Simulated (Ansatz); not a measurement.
# RbMoF3 (cubic perovskite) (Pm-3m): Hubbard U and Hund's J by constrained RPA, part 2 of 2

Wanted: the parameters of a Hubbard-Kanamori model for RbMoF3 (cubic perovskite) (Pm-3m).

Ansatz 0.2.0; non-magnetic LDA, then constrained RPA, plane waves, PAW.

So far. Step 3 (Constrained RPA: Mo t2g, bands v2 to c1, 4×4×4 mesh …): On the Mo t2g shell, screening brings the on-site interaction from 13.0 eV down to U = 4.92 eV.

The structure was built from a prototype and need not be the compound's stable phase.

### Step 4. Constrained RPA: Mo t2g + anion p, bands v11 to c1, 4×4×4 mesh, medium accuracy

Level of this step: constrained RPA on LDA, plane waves, PAW (Ansatz).

input.yaml reads:

```yaml
crystal:
  lattice:
    - [-4.1568154, 0.0, 0.0]
    - [0.0, 0.0, -4.1568154]
    - [0.0, -4.1568154, 0.0]
  atoms:
    - { symbol: Rb, position: [0.0, 0.0, 0.0] }
    - { symbol: Mo, position: [0.5, 0.5, 0.5] }
    - { symbol: F, position: [0.5, 0.5, 0.0] }
    - { symbol: F, position: [0.5, 0.0, 0.5] }
    - { symbol: F, position: [0.0, 0.5, 0.5] }
kpoints:
  mp_grid: { grid: [6, 6, 6] }
hamiltonian:
  xc: lda
scf:
  occupations: { method: gaussian, width: 0.08 }
  n_extra_bands: 19
  max_iter: 150
  lower_state_search: "off"
output:
  crpa:
    kmesh: [4, 4, 4]
    target_bands: [v11, c1]
    projections:
      - { species: Mo, l: d, shell: 4, orbitals: [dxz, dyz, dxy] }
      - { species: F, l: p, shell: 2 }
  local_orbitals:
    kmesh: [8, 8, 8]
    orbitals:
      - { species: Mo, l: d, shell: 4, orbitals: [dxz, dyz, dxy] }
      - { species: F, l: p, shell: 2 }
    window: { bands: [v11, c1] }
    seedname: lo
```

Started as:

```
ansatz run input.yaml --threads 4 --pin off --max-ram 9216MiB --backend cpu --events-out ev --progress --plain --runs-dir out
```

Numbers of over 12 decimals in the logs are rounded to 6 here.

The program printed:

```text
[...]
Crystal: 5 atoms, lattice volume = 71.826 Å³
Basis set: ecut = 420 eV, 1365 PW (Γ)
Bands: 41, of which v1, the nominal top of the filled ones, is band 22 counted from 1 (21 counted from 0)
Symmetry: 48 space group operations
[...]
k-points: 20 of 216
[...]
SCF iter   1: F=—  HF=-10395.789309 eV  |F-HF|=—  |Δ(HF+E_count)|=         —  Δρ=1.83e-2  dr2=1.60e-1  ethr=1.77e-3  ⟨swp⟩=6.0  Hψ=3880  notcnv=0  defer=125
[...]
SCF iter   7: F=-10395.743672 eV  HF=-10395.743672 eV  |F-HF|=5.94e-9  |Δ(HF+E_count)|=   5.70e-7  Δρ=5.15e-6  dr2=1.60e-8  ethr=2.27e-10  ⟨swp⟩=9.1  Hψ=4174  notcnv=0
SCF 1 converged in 7 iterations: F = -10395.743672 eV  dr2 = 1.60e-8
[...]
cRPA screening: q 1/64
cRPA screening: q 2/64
cRPA screening: q 8/64 (q-point 3)
cRPA screening: q 11/64 (q-point 6)
cRPA screening: q 17/64 (q-point 7)
cRPA screening: q 29/64 (q-point 8)
cRPA screening: q 35/64 (q-point 11)
cRPA screening: q 38/64 (q-point 22)
cRPA screening: q 40/64 (q-point 23)
cRPA screening: q 46/64 (q-point 24)
cRPA screening: q 52/64 (q-point 27)
cRPA screening: q 58/64 (q-point 28)
cRPA screening: q 64/64 (q-point 43)
SCF converged after 7 iterations
Free energy (F): -10395.743672 eV
[...]
Internal energy: -10395.732050 eV  (E = F + TS)
E sigma→0 (E₀):  -10395.737861 eV
Entropy (-TS):   -0.011622 eV (-2.324 meV/atom)
Fermi energy:    11.375572 eV
[...]
--- Band table (eV; the first three rows and the last of 20) ---
  k-point 0: bands = [... 18 lower, 3.9049, 3.9049, 10.0616, 10.0616, 10.0616, 11.6767, 12.0803, 12.0803, ... 15 higher]
  k-point 1: bands = [... 18 lower, 3.8351, 3.8351, 10.0960, 10.3518, 10.3518, 12.1093, 12.1228, 12.6406, ... 15 higher]
  k-point 2: bands = [... 18 lower, 3.7076, 3.7076, 10.1672, 10.9474, 10.9474, 12.1943, 12.9329, 13.6821, ... 15 higher]
  k-point 19: bands = [... 18 lower, 4.2031, 4.2031, 12.0987, 12.0987, 12.0987, 14.7382, 14.7382, 14.7382, ... 15 higher]
[...]
χ-basis size per q: N_G = 251..280
[...]
Each shell's averages of U are screened by what lies outside the whole window alone: parameters of one model of all the shells.
    Site 1, 4D, 3 of 5 d orbitals (Wannier functions 1, 2, 3; wannier90's mr 2, 3, 5):
      screened: U = 5.3851 eV, U' = 4.5528 eV, J = 0.3996 eV
      screened, to within: U = 6.6e-3 eV, U' = 6.6e-3 eV, J = 5.6e-4 eV
      bare: V = 13.7022 eV, V' = 12.5954 eV, J = 0.5694 eV
    Site 2, 2P, 3 of 3 p orbitals (Wannier functions 4, 5, 6; wannier90's mr 1, 2, 3):
      screened: U = 8.7062 eV, U' = 6.9876 eV, J = 0.8191 eV
      screened, to within: U = 2.6e-2 eV, U' = 2.6e-2 eV, J = 1.2e-3 eV
      bare: V = 21.9828 eV, V' = 19.8248 eV, J = 1.0359 eV
    Site 3, 2P, 3 of 3 p orbitals (Wannier functions 7, 8, 9; wannier90's mr 1, 2, 3):
      screened: U = 8.7062 eV, U' = 6.9876 eV, J = 0.8191 eV
      screened, to within: U = 2.6e-2 eV, U' = 2.6e-2 eV, J = 1.2e-3 eV
      bare: V = 21.9828 eV, V' = 19.8248 eV, J = 1.0359 eV
    Site 4, 2P, 3 of 3 p orbitals (Wannier functions 10, 11, 12; wannier90's mr 1, 2, 3):
      screened: U = 8.7062 eV, U' = 6.9876 eV, J = 0.8191 eV
      screened, to within: U = 2.6e-2 eV, U' = 2.6e-2 eV, J = 1.2e-3 eV
      bare: V = 21.9828 eV, V' = 19.8248 eV, J = 1.0359 eV
[...]
```

Wall time 2.1 min (4 threads of Arm Neoverse V2, shared host); peak memory 0.72 GiB; 7.9 min of CPU time.

Numbers from this step:

```
U                                                 : 5.385 eV
U prime (inter-orbital)                           : 4.553 eV
J                                                 : 0.3996 eV
bare V                                            : 13.70 eV
bare J                                            : 0.5694 eV
stated bound on U                                 : 0.006579 eV
U over bare V                                     : 0.3930
electrons in the window                           : 22.00
head of the constrained inverse dielectric matrix : 0.3466
least eigenvalue of the projection's overlap      : 0.7417
target functions                                  : 12
bands in the sums                                 : 46
r.m.s. miss of the model bands                    : 1.03e-4 eV
width of the target bands                         : 10.98 eV
weight of the projected orbitals in the window    : 0.9626
```

On the Mo t2g shell, screening brings the on-site interaction from 13.7 eV down to U = 5.39 eV.

Kanamori averages over each shell's functions. Crpa shells, by row:

```
site  element  shell  orbitals  U (eV)  U' (eV)  J (eV)  bare V (eV)  bare V' (eV)  bare J (eV)  bound on U (eV)
   2       Mo     4D         3   5.385    4.553  0.3996         13.7          12.6       0.5694         0.006579
   3        F     2P         3   8.706    6.988  0.8191        21.98         19.82        1.036          0.02574
   4        F     2P         3   8.706    6.988  0.8191        21.98         19.82        1.036          0.02574
   5        F     2P         3   8.706    6.988  0.8191        21.98         19.82        1.036          0.02574
```

Density-density elements U_iijj, eV. U matrix, by row:

```
orbital  Mo2 dxz  Mo2 dyz  Mo2 dxy  F3 pz  F3 px  F3 py  F4 pz  F4 px  F4 py  F5 pz  F5 px  F5 py
Mo2 dxz    5.385    4.553    4.553  2.285  2.285  2.465  2.825    2.6  2.548    2.6  2.825  2.548
Mo2 dyz    4.553    5.385    4.553    2.6  2.548  2.825  2.825  2.548    2.6  2.285  2.465  2.285
Mo2 dxy    4.553    4.553    5.385  2.548    2.6  2.825  2.465  2.285  2.285  2.548  2.825    2.6
  F3 pz    2.285      2.6    2.548  9.002  7.239  6.862  1.754  1.704  1.759  1.664   1.71  1.704
  F3 px    2.285    2.548      2.6  7.239  9.002  6.862   1.71  1.664  1.704  1.704  1.754  1.759
  F3 py    2.465    2.825    2.825  6.862  6.862  8.114  1.779   1.71  1.754   1.71  1.779  1.754
  F4 pz    2.825    2.825    2.465  1.754   1.71  1.779  8.114  6.862  6.862  1.754  1.779   1.71
  F4 px      2.6    2.548    2.285  1.704  1.664   1.71  6.862  9.002  7.239  1.759  1.754  1.704
  F4 py    2.548      2.6    2.285  1.759  1.704  1.754  6.862  7.239  9.002  1.704   1.71  1.664
  F5 pz      2.6    2.285    2.548  1.664  1.704   1.71  1.754  1.759  1.704  9.002  6.862  7.239
  F5 px    2.825    2.465    2.825   1.71  1.754  1.779  1.779  1.754   1.71  6.862  8.114  6.862
  F5 py    2.548    2.285      2.6  1.704  1.759  1.754   1.71  1.704  1.664  7.239  6.862  9.002
```

Exchange elements U_ijji, eV. J matrix, by row:

```
orbital  Mo2 dxz  Mo2 dyz  Mo2 dxy  F3 pz  F3 px  F3 py  F4 pz  F4 px  F4 py  F5 pz  F5 px  F5 py
Mo2 dxz        -      0.4      0.4  0.005  0.005  0.019   0.06  0.037  0.007  0.037   0.06  0.007
Mo2 dyz      0.4        -      0.4  0.037  0.007   0.06   0.06  0.007  0.037  0.005  0.019  0.005
Mo2 dxy      0.4      0.4        -  0.007  0.037   0.06  0.019  0.005  0.005  0.007   0.06  0.037
  F3 pz    0.005    0.037    0.007      -  0.879  0.789  0.001  0.001  0.003  0.001      0  0.001
  F3 px    0.005    0.007    0.037  0.879      -  0.789      0  0.001  0.001  0.001  0.001  0.003
  F3 py    0.019     0.06     0.06  0.789  0.789      -  0.002      0  0.001      0  0.002  0.001
  F4 pz     0.06     0.06    0.019  0.001      0  0.002      -  0.789  0.789  0.001  0.002      0
  F4 px    0.037    0.007    0.005  0.001  0.001      0  0.789      -  0.879  0.003  0.001  0.001
  F4 py    0.007    0.037    0.005  0.003  0.001  0.001  0.789  0.879      -  0.001      0  0.001
  F5 pz    0.037    0.005    0.007  0.001  0.001      0  0.001  0.003  0.001      -  0.789  0.879
  F5 px     0.06    0.019     0.06      0  0.001  0.002  0.002  0.001      0  0.789      -  0.789
  F5 py    0.007    0.005    0.037  0.001  0.003  0.001      0  0.001  0.001  0.879  0.789      -
```

Projected local orbitals of the target window. Electronic bands along the path, in eV, zero at the Fermi level; # counts the bands kept:

```
    point     #8     #9    #10    #11    #12
        Γ  -7.47  -7.47  -1.31  -1.31  -1.31
  halfway  -7.61  -7.61  -1.24  -0.73  -0.73
        X  -7.73  -7.73  -1.17  -0.12  -0.12
  halfway  -7.78  -7.40  -0.67  -0.14   0.25
        M  -7.67  -7.19  -0.17  -0.17   0.65
  halfway  -7.70  -7.45  -0.72  -0.67  -0.27
        Γ  -7.47  -7.47  -1.31  -1.31  -1.31
  halfway  -7.54  -7.46  -0.26  -0.26  -0.24
        R  -7.17  -7.17   0.72   0.72   0.72
  halfway  -7.44  -7.38  -0.25   0.19   0.30
        X  -7.73  -7.73  -1.17  -0.12  -0.12
jump to R  -7.17  -7.17   0.72   0.72   0.72
  halfway  -7.41  -7.18   0.22   0.22   0.68
        M  -7.67  -7.19  -0.17  -0.17   0.65
```

The same for Kohn-Sham, solved directly:

```
point     #8     #9    #10    #11    #12
    Γ  -7.47  -7.47  -1.31  -1.31  -1.31
    X  -7.73  -7.73  -1.17  -0.12  -0.12
    M  -7.67  -7.19  -0.17  -0.17   0.65
    Γ  -7.47  -7.47  -1.31  -1.31  -1.31
    R  -7.17  -7.17   0.72   0.72   0.72
    X  -7.73  -7.73  -1.17  -0.12  -0.12
    R  -7.17  -7.17   0.72   0.72   0.72
    M  -7.67  -7.19  -0.17  -0.17   0.65
```

The first set of electronic bands as a text plot (rows in eV, shown from -8.0 to 0.7 only):

```
    0.5 |           ******                  ********      *******
    0.2 |         **      ***            ***      *****     **
   -0.2 |      ************  *          *           *  ***    ***
   -0.5 |   ***     **    *****        *             *
   -0.9 |  *      **          **    ***               **
   -1.3 |*********              *****                   **
   -1.6 |
   -2.0 |
   -2.4 |
   -2.7 |
   -3.1 |
   -3.5 |
   -3.8 |
   -4.2 |
   -4.5 |
   -4.9 |
   -5.3 |
   -5.6 |
   -6.0 |
   -6.4 |
   -6.7 |
   -7.1 |            *****                  *******       *******
   -7.5 |****     ***     ******************      *****     ****
   -7.8 |****************************                *****      *
         Γ      X      M          Γ            R        X|R     M
```

Onsite levels, by row:

```
orbital  level less Fermi level (eV)
Mo2 dxz                       -1.092
Mo2 dyz                       -1.092
Mo2 dxy                       -1.092
  F3 pz                       -7.581
  F3 px                       -7.581
  F3 py                       -9.305
  F4 pz                       -9.305
  F4 px                       -7.581
  F4 py                       -7.581
  F5 pz                       -7.581
  F5 px                       -9.305
  F5 py                       -7.581
```

Largest distinct elements between sites. Hoppings, by row:

```
   from       to     cell  distance (Å)   t (eV)
Mo2 dyz    F3 pz    0 0 1         2.078    1.266
  F3 py    F3 py    0 0 1         4.157   0.4485
  F5 pz    F5 pz    1 0 0         4.157  -0.1488
  F5 px    F4 px   -1 1 0         2.939   0.0872
  F5 pz    F5 pz  0 -1 -1         5.879   0.0363
  F3 px    F3 pz    1 1 0         5.879   0.0345
Mo2 dxy  Mo2 dxy   0 0 -1         4.157  -0.0315
  F4 px    F5 pz    1 0 1         5.091   0.0204
  F5 py    F4 py   -1 0 0         2.939  -0.0204
Mo2 dxz    F4 px    1 0 1         6.235   0.0194
  F5 pz    F4 px    0 0 0         2.939  -0.0177
  F3 px  Mo2 dyz  -1 1 -1         6.235   0.0177
```

### Step 5. The windows together

Times are wall times on 4 threads of Arm Neoverse V2, shared host, good to a factor of about two.

```
          target   bands  functions  width (eV)  bare V (eV)  U (eV)  U′ (eV)  J (eV)   U/V     time
          Mo t2g   v2–c1          3        2.04        12.98    4.92     4.17    0.36  0.38     28 s
Mo t2g + anion p  v11–c1         12       10.98        13.70    5.39     4.55    0.40  0.39  2.1 min
```

### Step 6. Outcome

| Property | Result |
| --- | --- |
| Mo t2g | U 4.92 eV, U′ 4.17 eV, J 0.36 eV, bare V 13.0 eV |
| Mo t2g + anion p | U 5.39 eV, U′ 4.55 eV, J 0.40 eV, bare V 13.7 eV |
| method | constrained RPA on non-magnetic LDA, 4×4×4 mesh, static; search for lower states off |

For Mo t2g, screening cuts the on-site interaction from 12.98 eV to 4.92 eV (38 %), while J goes only from 0.51 eV to 0.36 eV: the monopole is screened far more than the multipoles. U − 2J differs from U′ by +0.04 eV, so the Kanamori relation holds well. U is 2.4 times the width of the target bands. With the window Mo t2g + anion p U becomes 5.39 eV and the bare V 13.70 eV, so U/V goes from 0.38 to 0.39; the change follows the shape of the functions more than the screening. The parent state is non-magnetic and the interaction static (zero frequency); U depends on the window and the orbitals, so it belongs to this model alone. The bands cross the Fermi level under this constraint, which need not be the crystal's state: magnetic order, correlation or a lattice distortion may open a gap. A window that holds the anion p bands defines a model with explicit ligands; its U belongs to that model and is not the U of DFT+U.

[Paths, hosts, dates, memory and timing lines, banners, echoed tables and standing remarks are left out of the program output.]

[Logs are printed without paths, hosts, clocks, repeated set-up lines and the standing remarks that a program may print on its own settings, such as how far it seeks lower states.]

[Runs of the session that timed out or met a known fault of the program may be left out.]

[Hosts, paths, dates, database ids (printed as entryN), source tags and the programs' standing remarks are cut or masked in the printed files.]
